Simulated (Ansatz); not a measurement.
Consider SrVO3 (Pm-3m).

Symmetry: Pm-3m, No. 221, cubic system. Conventional cell: a = 3.842 Å, b = 3.842 Å, c = 3.842 Å, α = 90.00°, β = 90.00°, γ = 90.00°. Sr has 12 O at 2.72 Å nearest. Nearest to V lie 6 O at 1.92 Å. Nearest to O lie 2 V at 1.92 Å and 4 Sr at 2.72 Å. Farther neighbours and most contacts between anions are not listed.

```
Sr V O
1.0
     0.00000   -3.84200    0.00000
     0.00000    0.00000    3.84200
    -3.84200    0.00000    0.00000
Sr V O
1 1 3
Direct
  0.00000 0.00000 0.00000
  0.50000 0.50000 0.50000
  0.50000 0.50000 0.00000
  0.50000 0.00000 0.50000
  0.00000 0.50000 0.50000
```

 The program's search for lower electronic states was switched off, so nothing shows that the state found is the lowest. PAW set soft_2, made with PBE.

A constrained-RPA run (Ansatz 0.2.0; non-magnetic LDA; V t2g, bands v1 to c2, 4×4×4 mesh, medium accuracy) builds 3 functions on bands 2.5 eV wide, with 1.0 electrons in the window. The bare on-site interaction is 16.2 eV and the bare J 0.56 eV.

**Question.** Estimate U, U′ and J.

On the V t2g shell, U = 3.21 eV (20 % of the bare value), U′ = 2.35 eV, J = 0.41 eV.

The parent state is non-magnetic and the interaction static (zero frequency); U depends on the window and the orbitals, so it belongs to this model alone.

[Paths, hosts, dates, memory and timing lines, banners, echoed tables and standing remarks are left out of the program output.]

[Logs are printed without paths, hosts, clocks, repeated set-up lines and the standing remarks that a program may print on its own settings, such as how far it seeks lower states.]

[Runs of the session that timed out or met a known fault of the program may be left out.]

[Hosts, paths, dates, database ids (printed as entryN), source tags and the programs' standing remarks are cut or masked in the printed files.]
